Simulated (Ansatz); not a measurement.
# Br on Mg(0001): change of the work function, part 2 of 4

Aim: the work function of Mg(0001) at several coverages of Br (fcc site), and the dipole that each adsorbate carries.

Ansatz 0.2.0; plane-wave DFT, PBE, Ansatz PAW.

So far, work function, upper face (eV): step 2 (the clean slab) 3.79.

## (3) The covered slab, k-mesh 4×4×1, coverage 0.111 ML

System of this step: Br/Mg(0001). The cell holds 37 atoms: 36 Mg and 1 Br. Its edges and angles: a = 9.630 Å, b = 9.630 Å, c = 27.796 Å, α = 90.0°, β = 90.0°, γ = 60.0°. Vacuum lies along c.

The clean slab as it ended is repeated in the plane and the adsorbate is set on one face; the cell's size fixes the coverage, and the k-mesh shrinks with it to keep the sampling density about even. Adsorbate and upper layers relax, since the dipole depends on the height.

Input file input.yaml:

```yaml
crystal:
  lattice:
    - [9.6299999999, 0.0, 0.0]
    - [4.815, 8.3398246384, 0.0]
    - [0.0, 0.0, 27.7956185763]
  atoms:
    - { symbol: Mg, position: [0.2222222222, 0.2222222222, 0.3237920385] }
    - { symbol: Mg, position: [0.0, 0.0, 0.41756653] }
    - { symbol: Mg, position: [0.2222222222, 0.2222222222, 0.511524413] }
    - { symbol: Mg, position: [0.0, 0.0, 0.6061475747] }
    - { symbol: Mg, position: [0.2222222222, 0.5555555556, 0.3237920385] }
    - { symbol: Mg, position: [0.0, 0.3333333333, 0.41756653] }
    - { symbol: Mg, position: [0.2222222222, 0.5555555556, 0.511524413] }
    - { symbol: Mg, position: [0.0, 0.3333333333, 0.6061475747] }
    - { symbol: Mg, position: [0.2222222222, 0.8888888889, 0.3237920385] }
    - { symbol: Mg, position: [0.0, 0.6666666667, 0.41756653] }
    - { symbol: Mg, position: [0.2222222222, 0.8888888889, 0.511524413] }
    - { symbol: Mg, position: [0.0, 0.6666666667, 0.6061475747] }
    - { symbol: Mg, position: [0.5555555556, 0.2222222222, 0.3237920385] }
    - { symbol: Mg, position: [0.3333333333, 0.0, 0.41756653] }
    - { symbol: Mg, position: [0.5555555556, 0.2222222222, 0.511524413] }
    - { symbol: Mg, position: [0.3333333333, 0.0, 0.6061475747] }
    - { symbol: Mg, position: [0.5555555556, 0.5555555556, 0.3237920385] }
    - { symbol: Mg, position: [0.3333333333, 0.3333333333, 0.41756653] }
    - { symbol: Mg, position: [0.5555555556, 0.5555555556, 0.511524413] }
    - { symbol: Mg, position: [0.3333333333, 0.3333333333, 0.6061475747] }
    - { symbol: Mg, position: [0.5555555556, 0.8888888889, 0.3237920385] }
    - { symbol: Mg, position: [0.3333333333, 0.6666666667, 0.41756653] }
    - { symbol: Mg, position: [0.5555555556, 0.8888888889, 0.511524413] }
    - { symbol: Mg, position: [0.3333333333, 0.6666666667, 0.6061475747] }
    - { symbol: Mg, position: [0.8888888889, 0.2222222222, 0.3237920385] }
    - { symbol: Mg, position: [0.6666666667, 0.0, 0.41756653] }
    - { symbol: Mg, position: [0.8888888889, 0.2222222222, 0.511524413] }
    - { symbol: Mg, position: [0.6666666667, 0.0, 0.6061475747] }
    - { symbol: Mg, position: [0.8888888889, 0.5555555556, 0.3237920385] }
    - { symbol: Mg, position: [0.6666666667, 0.3333333333, 0.41756653] }
    - { symbol: Mg, position: [0.8888888889, 0.5555555556, 0.511524413] }
    - { symbol: Mg, position: [0.6666666667, 0.3333333333, 0.6061475747] }
    - { symbol: Mg, position: [0.8888888889, 0.8888888889, 0.3237920385] }
    - { symbol: Mg, position: [0.6666666667, 0.6666666667, 0.41756653] }
    - { symbol: Mg, position: [0.8888888889, 0.8888888889, 0.511524413] }
    - { symbol: Mg, position: [0.6666666667, 0.6666666667, 0.6061475747] }
    - { symbol: Br, position: [0.1111111111, 0.1111111111, 0.6762079615] }
kpoints:
  mp_grid: { grid: [4, 4, 1] }
hamiltonian:
  xc: pbe
scf:
  occupations: { method: fermi_dirac, width: 0.1 }
  convergence: { dr2_threshold: 1.0e-08 }
efield:
  axis: 3
  dipole_correction: true
  ramp_position: 0.97
  ramp_width: 0.06
relax:
  f_tol: 0.02
  max_steps: 60
  constraints:
    - { sites: [0, 1, 4, 5, 8, 9, 12, 13, 16, 17, 20, 21, 24, 25, 28, 29, 32, 33] }
output:
  write_potential: true
  write_density: true
  volumetric_format: npy
```

On the command line:

```sh
ansatz run input.yaml --threads 4 --pin off --max-ram 16384MiB --backend cpu --events-out ev --progress --plain --runs-dir out
```

Numbers of over 12 decimals in the logs are rounded to 6 here.

The log of the run:

```text
[...]
Crystal: 37 atoms, lattice volume = 2232.336 Å³
Basis set: ecut = 420 eV, 43479 PW (Γ), exchange–correlation on 144×144×384 points (8 copies of the dense FFT grid, shifted against one another)
Bands: 221, of which v1, the nominal top of the filled ones, is band 184 counted from 1 (183 counted from 0)
Symmetry: 6 space group operations
[...]
k-points: 4 of 16 (time reversal used)
[...]
SCF iter   1: F=—  HF=-72036.786538 eV  |F-HF|=—  |Δ(HF+E_count)|=         —  Δρ=8.23e-4  dr2=1.30e-1  ethr=1.77e-3  p=-0.057 e·Å  D=-4.62e-3 V/Å  ΔV_dip=0.13 eV  dr2_dipole=2.91e-2  V_vac-E_F(+/−)=3.89/3.76 eV  ⟨swp⟩=17.0  Hψ=5478  notcnv=0  defer=5
[...]
SCF iter   8: F=-72036.780790 eV  HF=-72036.780790 eV  |F-HF|=1.99e-9  |Δ(HF+E_count)|=   1.77e-8  Δρ=1.52e-7  dr2=1.06e-9  ethr=2.72e-12  p=-0.053 e·Å  D=-4.32e-3 V/Å  ΔV_dip=0.12 eV  dr2_dipole=4.26e-11  V_vac-E_F(+/−)=3.88/3.76 eV  ⟨swp⟩=9.0  Hψ=4754  notcnv=0
SCF 1 converged in 8 iterations: F = -72036.780790 eV  dr2 = 1.06e-9
[...]
relax step   1: F+E_penalty+E_count = -72036.78078967 eV  Δ(F+E_penalty+E_count) = +0.000e0 eV  max|allowed force component| = 4.102e-1 eV/Å  Δτ_max = 0.0000 Å  (8 SCF iters, accepted)
[...]
SCF iter   7: F=-72036.839529 eV  HF=-72036.839529 eV  |F-HF|=6.78e-9  |Δ(HF+E_count)|=   5.39e-8  Δρ=3.61e-7  dr2=4.93e-9  ethr=2.72e-12  p=-0.081 e·Å  D=-6.55e-3 V/Å  ΔV_dip=0.18 eV  dr2_dipole=7.75e-10  V_vac-E_F(+/−)=3.95/3.76 eV  ⟨swp⟩=10.0  Hψ=5198  notcnv=0
SCF 2 converged in 7 iterations: F = -72036.839529 eV  dr2 = 4.93e-9
relax step   2: F+E_penalty+E_count = -72036.83952873 eV  Δ(F+E_penalty+E_count) = -5.874e-2 eV  max|allowed force component| = 5.981e-2 eV/Å  Δτ_max = 0.0596 Å  (7 SCF iters, accepted)
SCF iter   1: F=—  HF=-72036.841917 eV  |F-HF|=—  |Δ(HF+E_count)|=         —  Δρ=1.35e-4  dr2=1.27e-3  ethr=5.94e-6  p=-0.081 e·Å  D=-6.55e-3 V/Å  ΔV_dip=0.18 eV  dr2_dipole=1.40e-5  V_vac-E_F(+/−)=3.95/3.76 eV  ⟨swp⟩=4.0  Hψ=1693  notcnv=0  defer=8
[...]
SCF iter   7: F=-72036.842106 eV  HF=-72036.842106 eV  |F-HF|=2.10e-9  |Δ(HF+E_count)|=   2.34e-8  Δρ=1.18e-7  dr2=4.94e-10  ethr=2.72e-12  p=-0.087 e·Å  D=-7.03e-3 V/Å  ΔV_dip=0.20 eV  dr2_dipole=5.37e-11  V_vac-E_F(+/−)=3.96/3.76 eV  ⟨swp⟩=9.0  Hψ=4991  notcnv=0
SCF 3 converged in 7 iterations: F = -72036.842106 eV  dr2 = 4.94e-10
relax step   3: F+E_penalty+E_count = -72036.84210606 eV  Δ(F+E_penalty+E_count) = -2.577e-3 eV  max|allowed force component| = 3.195e-3 eV/Å  Δτ_max = 0.0179 Å  (7 SCF iters, accepted)
NSCF: frozen V_eff on 4 k-points
[...]
SCF converged after 7 iterations
Free energy (F): -72036.842106 eV
[...]
Internal energy: -72036.198569 eV  (E = F + TS)
E sigma→0 (E₀):  -72036.520338 eV
Entropy (-TS):   -0.643537 eV (-17.393 meV/atom)
Fermi energy:    -0.165556 eV
Dipole field:    D = -0.007034 V/Å  (p = -0.086781 e·Å, saw-weighted, corrected)
Work function:   Φ+ = 3.9592 eV   Φ− = 3.7636 eV
[...]
--- Forces (eV/Å), atoms counted from 1 ---
  atom   1  Mg     0.00602091     0.00347617    -0.03273156
  atom   2  Mg     0.00454433     0.00262367     0.07663777
  atom   3  Mg     0.00002390     0.00001380     0.00039341
  atom   4  Mg    -0.00059538    -0.00034375     0.00319467
  atom   5  Mg     0.00423735    -0.00244644    -0.03636691
  atom   6  Mg    -0.00000000    -0.00524734     0.07663777
  atom   7  Mg    -0.00040966     0.00023652     0.00070683
  atom   8  Mg     0.00000000     0.00068749     0.00319467
  atom   9  Mg    -0.00000000    -0.00695235    -0.03273156
  atom  10  Mg    -0.02390533     0.01380175    -0.01700970
  atom  11  Mg    -0.00000000    -0.00002760     0.00039341
  atom  12  Mg     0.00096416    -0.00055666    -0.00058217
  atom  13  Mg     0.00000000     0.00489287    -0.03636691
  atom  14  Mg    -0.00454433     0.00262367     0.07663777
  atom  15  Mg    -0.00000000    -0.00047304     0.00070683
  atom  16  Mg     0.00059538    -0.00034375     0.00319467
  atom  17  Mg    -0.00423735    -0.00244644    -0.03636691
  atom  18  Mg    -0.01379136    -0.00796245     0.03397572
  atom  19  Mg     0.00040966     0.00023652     0.00070683
  atom  20  Mg    -0.00196756    -0.00113597    -0.00064613
  atom  21  Mg    -0.00095603     0.00055196    -0.02680539
  atom  22  Mg     0.00000000     0.01592489     0.03397572
  atom  23  Mg     0.00058879    -0.00033994     0.00028192
  atom  24  Mg     0.00000000     0.00227194    -0.00064613
  atom  25  Mg    -0.00602091     0.00347617    -0.03273156
  atom  26  Mg    -0.00000000    -0.02760350    -0.01700970
  atom  27  Mg    -0.00002390     0.00001380     0.00039341
  atom  28  Mg     0.00000000     0.00111331    -0.00058217
  atom  29  Mg    -0.00000000    -0.00110392    -0.02680539
  atom  30  Mg     0.01379136    -0.00796245     0.03397572
  atom  31  Mg     0.00000000     0.00067988     0.00028192
  atom  32  Mg     0.00196756    -0.00113597    -0.00064613
  atom  33  Mg     0.00095603     0.00055196    -0.02680539
  atom  34  Mg     0.02390533     0.01380175    -0.01700970
  atom  35  Mg    -0.00058879    -0.00033994     0.00028192
  atom  36  Mg    -0.00096416    -0.00055666    -0.00058217
  atom  37  Br    -0.00000000     0.00000000    -0.00312973
  max |Σ_I F_I| component: 1.57e-5 eV/Å
--- Band table (eV) ---
  k-point 0: bands = [... 180 lower, -0.4595, -0.4595, -0.3130, 0.1993, 0.1993, 0.2092, 0.2207, 0.2207, ... 33 higher]
  k-point 1: bands = [... 180 lower, -0.3436, -0.2410, -0.1247, -0.0482, -0.0448, 0.1417, 0.4729, 0.5570, ... 33 higher]
  k-point 2: bands = [... 180 lower, -0.5914, -0.4098, -0.0731, -0.0647, -0.0593, -0.0432, 0.1057, 0.2424, ... 33 higher]
  k-point 3: bands = [... 180 lower, -0.7698, -0.6574, -0.4047, -0.3385, -0.2112, -0.1290, -0.0786, 0.0989, ... 33 higher]
--- Relaxed structure (3 steps of the walk, 3 accepted, 0 SCFs on fresh bases) ---
  F+E_penalty+E_count = -72036.84210606 eV   max|allowed force component| = 3.195e-3 eV/Å
  atoms:
    - { symbol: Mg, position: [0.222222, 0.222222, 0.323792] }
    - { symbol: Mg, position: [1.1111101403313757e-11, 1.1111101403313755e-11, 0.417567] }
    - { symbol: Mg, position: [0.221734, 0.221734, 0.512870] }
    - { symbol: Mg, position: [-0.0041164, -0.0041164, 0.607152] }
    - { symbol: Mg, position: [0.222222, 0.555556, 0.323792] }
    - { symbol: Mg, position: [1.1111112030448567e-11, 0.333333, 0.417567] }
    - { symbol: Mg, position: [0.222251, 0.555541, 0.509910] }
    - { symbol: Mg, position: [-0.0041164, 0.341566, 0.607152] }
    - { symbol: Mg, position: [0.222222, 0.888889, 0.323792] }
    - { symbol: Mg, position: [-2.2222168549745902e-11, 0.666667, 0.417567] }
    - { symbol: Mg, position: [0.221734, 0.889865, 0.512870] }
    - { symbol: Mg, position: [0.00110797, 0.666113, 0.605608] }
    - { symbol: Mg, position: [0.555556, 0.222222, 0.323792] }
    - { symbol: Mg, position: [0.333333, 1.1111101403313755e-11, 0.417567] }
    - { symbol: Mg, position: [0.555541, 0.222251, 0.509910] }
    - { symbol: Mg, position: [0.341566, -0.0041164, 0.607152] }
    - { symbol: Mg, position: [0.555556, 0.555556, 0.323792] }
    - { symbol: Mg, position: [0.333333, 0.333333, 0.417567] }
    - { symbol: Mg, position: [0.555541, 0.555541, 0.509910] }
    - { symbol: Mg, position: [0.335474, 0.335474, 0.603752] }
    - { symbol: Mg, position: [0.555556, 0.888889, 0.323792] }
    - { symbol: Mg, position: [0.333333, 0.666667, 0.417567] }
    - { symbol: Mg, position: [0.556382, 0.888476, 0.510927] }
    - { symbol: Mg, position: [0.335474, 0.662385, 0.603752] }
    - { symbol: Mg, position: [0.888889, 0.222222, 0.323792] }
    - { symbol: Mg, position: [0.666667, -2.222223468803194e-11, 0.417567] }
    - { symbol: Mg, position: [0.889865, 0.221734, 0.512870] }
    - { symbol: Mg, position: [0.666113, 0.00110797, 0.605608] }
    - { symbol: Mg, position: [0.888889, 0.555556, 0.323792] }
    - { symbol: Mg, position: [0.666667, 0.333333, 0.417567] }
    - { symbol: Mg, position: [0.888476, 0.556382, 0.510927] }
    - { symbol: Mg, position: [0.662385, 0.335474, 0.603752] }
    - { symbol: Mg, position: [0.888889, 0.888889, 0.323792] }
    - { symbol: Mg, position: [0.666667, 0.666667, 0.417567] }
    - { symbol: Mg, position: [0.888476, 0.888476, 0.510927] }
    - { symbol: Mg, position: [0.666113, 0.666113, 0.605608] }
    - { symbol: Br, position: [0.111111, 0.111111, 0.678351] }
```

The job ended after 3.2 min (4 threads of Arm Neoverse V1, shared host; peak memory 7.9 GiB).

This run has no spin polarisation although its electron count is odd.

The steps of the relaxation:

```tsv
step	energy less that of the first step (eV)	largest force component (eV/Å)
1	0.0000	0.4102
2	-0.0587	0.0598
3	-0.0613	0.0032
```

The run keeps the 6 symmetry operations that it works with, so distortions that break them were not tested.

The atoms that moved most (Å):

```tsv
atom	dx	dy	dz	length
Mg32	-0.031	0.018	-0.067	0.076
Mg24	0.000	-0.036	-0.067	0.076
Mg20	0.031	0.018	-0.067	0.076
Mg4	-0.059	-0.034	0.028	0.074
Mg16	0.059	-0.034	0.028	0.074
Mg8	0.000	0.069	0.028	0.074
Br37	0.000	0.000	0.060	0.060
Mg19	0.000	0.000	-0.045	0.045
```

Final coordinates:

```xyz
37
Lattice="9.6300 0.0000 0.0000 4.8150 8.3398 0.0000 0.0000 0.0000 27.7956" Properties=species:S:1:pos:R:3
Mg    3.2100    1.8533    9.0000
Mg    0.0000    0.0000   11.6065
Mg    3.2029    1.8492   14.2556
Mg   -0.0595   -0.0343   16.8762
Mg    4.8150    4.6332    9.0000
Mg    1.6050    2.7799   11.6065
Mg    4.8152    4.6331   14.1733
Mg    1.6050    2.8486   16.8762
Mg    6.4200    7.4132    9.0000
Mg    3.2100    5.5599   11.6065
Mg    6.4200    7.4213   14.2556
Mg    3.2180    5.5553   16.8333
Mg    6.4200    1.8533    9.0000
Mg    3.2100    0.0000   11.6065
Mg    6.4200    1.8535   14.1733
Mg    3.2695   -0.0343   16.8762
Mg    8.0250    4.6332    9.0000
Mg    4.8150    2.7799   11.6065
Mg    8.0248    4.6331   14.1733
Mg    4.8459    2.7978   16.7817
Mg    9.6300    7.4132    9.0000
Mg    6.4200    5.5599   11.6065
Mg    9.6360    7.4097   14.2015
Mg    6.4200    5.5242   16.7817
Mg    9.6300    1.8533    9.0000
Mg    6.4200    0.0000   11.6065
Mg    9.6371    1.8492   14.2556
Mg    6.4200    0.0092   16.8333
Mg   11.2350    4.6332    9.0000
Mg    8.0250    2.7799   11.6065
Mg   11.2350    4.6401   14.2015
Mg    7.9941    2.7978   16.7817
Mg   12.8400    7.4132    9.0000
Mg    9.6300    5.5599   11.6065
Mg   12.8340    7.4097   14.2015
Mg    9.6220    5.5553   16.8333
Br    1.6050    0.9266   18.8552
```

Numbers from this step:

| Quantity | Value |
| --- | --- |
| energy at zero smearing | -72036.5203 eV |
| work function, upper face | 3.959 eV |
| work function, lower face | 3.764 eV |
| dipole along the normal | -0.08678 e·Å |
| step between the vacuum levels | 0.1955 eV |

Running mean over 2.60652 Å of the planar mean; the ramp of the sawtooth is left out. Table of electron's electrostatic potential energy less the Fermi level by z:

z (Å), electron's electrostatic potential energy less the Fermi level (eV) and a bar from the least value:
```
        4       3.76 #############################
        5       3.75 #############################
        6       3.61 #############################
        7       2.57 #########################
        8      -2.11 #######
        9      -4.03 
       10      -4.04 
       11      -4.02 
       12      -4.01 
       13      -4.03 
       14      -4.01 
       15      -3.98 
       16      -4.03 
       17      -4.10 
       18      -2.04 ########
       19       2.01 #######################
       20       3.18 ###########################
       21       3.89 ##############################
       22       3.96 ##############################
       23       3.96 ##############################
       24       3.96 ##############################
```

The relaxation took 3 steps and lowered the energy by 0.061 eV; the largest force on the free atoms ends at 0.0032 eV/Å.

The covered face has 3.96 eV, +0.17 eV against the clean one; the bare back face has moved by -0.03 eV, a measure of how thin the slab is.

[end of part 2 of 4]

[Logs are printed without paths, hosts, clocks, repeated set-up lines and the standing remarks that a program may print on its own settings, such as how far it seeks lower states.]

[Hosts, paths, dates, database ids (printed as entryN), source tags and the programs' standing remarks are cut or masked in the printed files.]

[Maps of the electrostatic potential energy from Ansatz leave out the sawtooth potential of an applied field or a dipole correction, so their vacuum need not be flat; planar profiles and work functions include it.]
